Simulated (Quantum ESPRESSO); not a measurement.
# The valence band of WC as photoemission sees it, part 9 of 15

Wanted: projected DOS of WC, weighted into photoemission and X-ray emission spectra, at several levels of theory.

Quantum ESPRESSO 7.5; DFT, PBE, plane waves, ultrasoft GBRV pseudopotentials, scalar-relativistic (the session's first sound run).

So far. Step 6 (With spin–orbit coupling: self-consistent run): The run ends at a pressure of 5.96 GPa. Step 9 (With spin–orbit coupling: bands): Of the bands kept, 4 cross the Fermi level on this path (spinor bands, one electron each).

## (10) With PBEsol: self-consistent run

This step: DFT, PBEsol, plane waves, ultrasoft GBRV pseudopotentials, scalar-relativistic (Quantum ESPRESSO 7.5).

The run is repeated with PBEsol on the same cell, to see how much the levels hang on the functional.

scf.in reads:

```
&control
  calculation = 'scf'
  prefix = 'pes'
  outdir = './tmp'
  pseudo_dir = './pp'
  tprnfor = .true.
  tstress = .true.
/
&system
  ibrav = 0
  nat = 2
  ntyp = 2
  ecutwfc = 40.0
  ecutrho = 200.0
  occupations = 'smearing'
  nbnd = 17
  smearing = 'fd'
  degauss = 0.00367
/
&electrons
  conv_thr = 1.2e-08
  mixing_beta = 0.5
  electron_maxstep = 120
/
ATOMIC_SPECIES
W 183.8400 w_pbesol_v1.2.uspp.F.UPF
C 12.0110 c_pbesol_v1.2.uspp.F.UPF
CELL_PARAMETERS angstrom
 2.906500000 0.000000000 0.000000000
 -1.453250000 2.517102836 0.000000000
 0.000000000 0.000000000 2.836600000
ATOMIC_POSITIONS crystal
W 0.000000000 0.000000000 0.000000000
C 0.666666667 0.333333333 0.500000000
K_POINTS automatic
18 18 14 0 0 0
```

Command:

```console
$ OMP_NUM_THREADS=1 mpirun -n 4 pw.x -nk 4 -in scf.in > scf.out
```

Log:

```text
[banner, memory and clock lines left out]
Program PWSCF v.7.5 starts

          URL

     Message from routine setup:
     using ibrav=0 with symmetry is DISCOURAGED, use correct ibrav instead

     G-vector sticks info

     bravais-lattice index     =            0
     lattice parameter (alat)  =       5.4925  a.u.
     unit-cell volume          =     140.0445 (a.u.)^3
     number of atoms/cell      =            2
     number of atomic types    =            2
     number of electrons       =        18.00
     number of Kohn-Sham states=           17
     kinetic-energy cutoff     =      40.0000  Ry
     charge density cutoff     =     200.0000  Ry
     scf convergence threshold =      1.2E-08
     mixing beta               =       0.5000
     number of iterations used =            8  plain     mixing
     Exchange-correlation= SLA  PW   PSX  PSC
                           (   1   4  10   8   0   0   0)

     celldm(1)=   5.492489  celldm(2)=   0.000000  celldm(3)=   0.000000
     celldm(4)=   0.000000  celldm(5)=   0.000000  celldm(6)=   0.000000

     crystal axes: (cart. coord. in units of alat)
               a(1) = (   1.000000   0.000000   0.000000 )
               a(2) = (  -0.500000   0.866025   0.000000 )
               a(3) = (   0.000000   0.000000   0.975950 )

     reciprocal axes: (cart. coord. in units 2 pi/alat)
               b(1) = (  1.000000  0.577350 -0.000000 )
               b(2) = (  0.000000  1.154701  0.000000 )
               b(3) = (  0.000000 -0.000000  1.024642 )

     PseudoPot. # 1 for W  read from file:
     ./pp/w_pbesol_v1.2.uspp.F.UPF
     Pseudo is Ultrasoft + core correction, Zval = 14.0
     Generated by new atomic code, or converted to UPF format
     Using radial grid of  923 points,  8 beta functions with:
                l(1) =   0
                l(2) =   0
                l(3) =   0
                l(4) =   1
                l(5) =   1
                l(6) =   2
                l(7) =   2
                l(8) =   3
     Q(r) pseudized with  6 coefficients,  rinner =    1.350   1.350   1.350
                                                       1.350   1.350   1.350
                                                       1.350

     PseudoPot. # 2 for C  read from file:
     ./pp/c_pbesol_v1.2.uspp.F.UPF
     Pseudo is Ultrasoft + core correction, Zval =  4.0
     Generated by new atomic code, or converted to UPF format
     Using radial grid of  721 points,  4 beta functions with:
                l(1) =   0
                l(2) =   0
                l(3) =   1
                l(4) =   1
     Q(r) pseudized with  8 coefficients,  rinner =    1.100   1.100   1.100

     atomic species   valence    mass     pseudopotential
     W                14.00   183.84000     W ( 1.00)
     C                 4.00    12.01100     C ( 1.00)

     12 Sym. Ops. (no inversion) found

   Cartesian axes

     site n.     atom                  positions (alat units)
         1        W      tau(   1) = (   0.0000000   0.0000000   0.0000000  )
         2        C      tau(   2) = (   0.5000000   0.2886751   0.4879752  )

     number of k points=   296  Fermi-Dirac smearing, width (Ry)=  0.0037

     Number of k-points >= 100: set verbosity='high' to print them.

     Dense  grid:     6721 G-vectors     FFT dimensions: (  25,  25,  25)

     Smooth grid:     4761 G-vectors     FFT dimensions: (  24,  24,  24)

     Initial potential from superposition of free atoms

     starting charge      17.8996, renormalised to      18.0000

     negative rho (up, down):  6.358E-02 0.000E+00
     Starting wfcs are   17 randomized atomic wfcs

     per-process dynamical memory:    29.0 Mb

     Self-consistent Calculation

     iteration #  1     ecut=    40.00 Ry     beta= 0.50
     Davidson diagonalization with overlap
     ethr =  1.00E-02,  avg # of iterations =  4.5

     negative rho (up, down):  6.429E-02 0.000E+00

     total energy              =    -170.37564190 Ry
     estimated scf accuracy    <       0.46010966 Ry

     iteration #  2     ecut=    40.00 Ry     beta= 0.50
     Davidson diagonalization with overlap
     ethr =  2.56E-03,  avg # of iterations =  2.0

     negative rho (up, down):  6.569E-02 0.000E+00

     total energy              =    -170.50580186 Ry
     estimated scf accuracy    <       0.23104710 Ry

     iteration #  3     ecut=    40.00 Ry     beta= 0.50
     Davidson diagonalization with overlap
     ethr =  1.28E-03,  avg # of iterations =  1.1

     negative rho (up, down):  6.710E-02 0.000E+00

     total energy              =    -170.54886265 Ry
     estimated scf accuracy    <       0.00210455 Ry

     iteration #  4     ecut=    40.00 Ry     beta= 0.50
     Davidson diagonalization with overlap
     ethr =  1.17E-05,  avg # of iterations =  3.0

     negative rho (up, down):  6.714E-02 0.000E+00

     total energy              =    -170.54920429 Ry
     estimated scf accuracy    <       0.00021517 Ry

     iteration #  5     ecut=    40.00 Ry     beta= 0.50
     Davidson diagonalization with overlap
     ethr =  1.20E-06,  avg # of iterations =  1.6

     negative rho (up, down):  6.715E-02 0.000E+00

     total energy              =    -170.54923050 Ry
     estimated scf accuracy    <       0.00000926 Ry

     iteration #  6     ecut=    40.00 Ry     beta= 0.50
     Davidson diagonalization with overlap
     ethr =  5.14E-08,  avg # of iterations =  2.3

     negative rho (up, down):  6.713E-02 0.000E+00

     total energy              =    -170.54923262 Ry
     estimated scf accuracy    <       0.00000015 Ry

     iteration #  7     ecut=    40.00 Ry     beta= 0.50
     Davidson diagonalization with overlap
     ethr =  8.22E-10,  avg # of iterations =  3.5

     negative rho (up, down):  6.712E-02 0.000E+00

     total energy              =    -170.54923271 Ry
     estimated scf accuracy    <       0.00000001 Ry

     iteration #  8     ecut=    40.00 Ry     beta= 0.50
     Davidson diagonalization with overlap
     ethr =  8.15E-11,  avg # of iterations =  2.0

     negative rho (up, down):  6.711E-02 0.000E+00

     End of self-consistent calculation

     Number of k-points >= 100: set verbosity='high' to print the bands.

     the Fermi energy is    20.4927 ev

!    total energy              =    -170.54923272 Ry
     estimated scf accuracy    <          3.1E-10 Ry
     smearing contrib. (-TS)   =      -0.00016648 Ry
     internal energy E=F+TS    =    -170.54906624 Ry

     The total energy is F=E-TS. E is the sum of the following terms:
     one-electron contribution =     -10.92317916 Ry
     hartree contribution      =      17.08481940 Ry
     xc contribution           =     -44.68805779 Ry
     ewald contribution        =    -132.02264869 Ry

     convergence has been achieved in   8 iterations

     negative rho (up, down):  6.711E-02 0.000E+00

     Forces acting on atoms (cartesian axes, Ry/au):

     atom    1 type  1   force =     0.00000000    0.00000000    0.00000000
     atom    2 type  2   force =     0.00000000    0.00000000    0.00000000

     Total force =     0.000000     Total SCF correction =     0.000000

     Computing stress (Cartesian axis) and pressure

     negative rho (up, down):  6.711E-02 0.000E+00
          total   stress  (Ry/bohr**3)                   (kbar)     P=      -54.71
  -0.00035986  -0.00000000   0.00000000          -52.94       -0.00        0.00
  -0.00000000  -0.00035986   0.00000000           -0.00      -52.94        0.00
   0.00000000   0.00000000  -0.00039593            0.00        0.00      -58.24

     XML data file, charge density, pseudopotentials, collected wavefunctions

                                        0.00s GPU  (    2149 calls)
```

Elapsed: 9.2 s, on 4 MPI ranks of Intel Xeon at 2.60GHz (Ice Lake), shared host.

This step gave:

| Quantity | Value |
| --- | --- |
| free energy | -2320.4405 eV |
| Fermi energy | 20.49 eV |
| pressure | -5.471 GPa |

The run ends at a pressure of -5.47 GPa.

(Part 9 of 15 ends here.)

[Logs are printed without paths, hosts, clocks, repeated set-up lines and the standing remarks that a program may print on its own settings, such as how far it seeks lower states.]

[Hosts, paths, dates, database ids (printed as entryN), source tags and the programs' standing remarks are cut or masked in the printed files.]

[Maps of the electrostatic potential energy from Ansatz leave out the sawtooth potential of an applied field or a dipole correction, so their vacuum need not be flat; work functions include it.]

[Peak lists hold at most the 14 tallest peaks of each spectrum; further lines can be left out.]
